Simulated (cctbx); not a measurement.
# Interatomic vectors of Cs2ZnAsF6

Space group Fm-3m (no. 225), a = 9.2650 Å, b = 9.2650 Å, c = 9.2650 Å, α = 90.00°, β = 90.00°, γ = 90.00°, content Cs8 As4 Zn4 F24.

Simulated single-crystal data (cctbx): Cu Kα, λ = 1.54184 Å, to d = 0.8 Å, 70 % of the full sphere, strongest reflection 5000 counts, noise from counting, a 2 % proportional error and a noise floor of 15 counts (s.d.); no absorption.

Patterson synthesis, origin scaled to 1000:

```text
Patterson group F m -3 m
      u       v       w   height  length (A)
  0.000   0.000   0.000   1000.0     0.00
  0.000   0.000   0.500    990.7     4.63
  0.250   0.250   0.250    754.1     4.01
  0.000   0.250   0.250    160.5     3.28
  0.000   0.000   0.249     75.6     2.30
  0.073   0.073   0.427     23.2     4.07
  0.073   0.073   0.073     23.2     1.17
  0.176   0.176   0.176     18.5     2.82
  0.176   0.176   0.324     18.4     3.79
  0.125   0.125   0.125     17.7     2.00
  0.124   0.124   0.376     17.5     3.84
  0.000   0.000   0.125     13.6     1.16
  0.000   0.000   0.375     13.0     3.47
  0.130   0.211   0.289     10.5     3.53
```

**Question.** Which atom pairs make the peaks, and where is the heaviest atom?

A peak at u stands for all pairs with xi − xj = u, with weight Σ ZiZj against Σ Z² = 34100 at the origin. Peak heights follow these weights only roughly, since form factors, motion and series ripples differ, all vectors within 0.55 Å of a peak are counted as merged into it though the farther ones add only part of their weight, and F(000) is left out, which lowers the whole map:

| u | v | w | shortest length (Å) | height | 1000 ΣZiZj/ΣZ² | pairs in the cell |
| --- | --- | --- | --- | --- | --- | --- |
| 0.000 | 0.000 | 0.500 | 4.63 | 991 | 999 | 8 × Cs–Cs, 8 × As–Zn, 24 × F–F |
| 0.250 | 0.250 | 0.250 | 4.01 | 754 | 813 | 8 × Cs–As, 8 × Cs–Zn |
| 0.000 | 0.250 | 0.250 | 3.28 | 160 | 270 | 16 × Cs–F, 16 × F–F |
| 0.000 | 0.000 | 0.249 | 2.31 | 76 | 133 | 8 × As–F, 8 × Zn–F |

The table stops at ten peaks or at a height of 45, below which ripples compete. In the model behind the data Cs, the heaviest element, has 1 independent site: (1/4, 3/4, 3/4), up to an allowed shift of origin; the Cs–Cs vectors are differences of these positions and their symmetry mates. The whole model:

```csv
atom,mult.,x,y,z,Ueq (Å²)
Cs1,8,1/4,3/4,3/4,0.0033
As1,4,0,0,0,0.0044
Zn1,4,1/2,0,0,0.0034
F1,24,0,0,0.7601,0.0059
```

This is a model crystal, built by substitution and not relaxed, with assumed displacement parameters.

[Logs are printed without paths, hosts, clocks, repeated set-up lines and the standing remarks that a program may print on its own settings, such as how far it seeks lower states.]
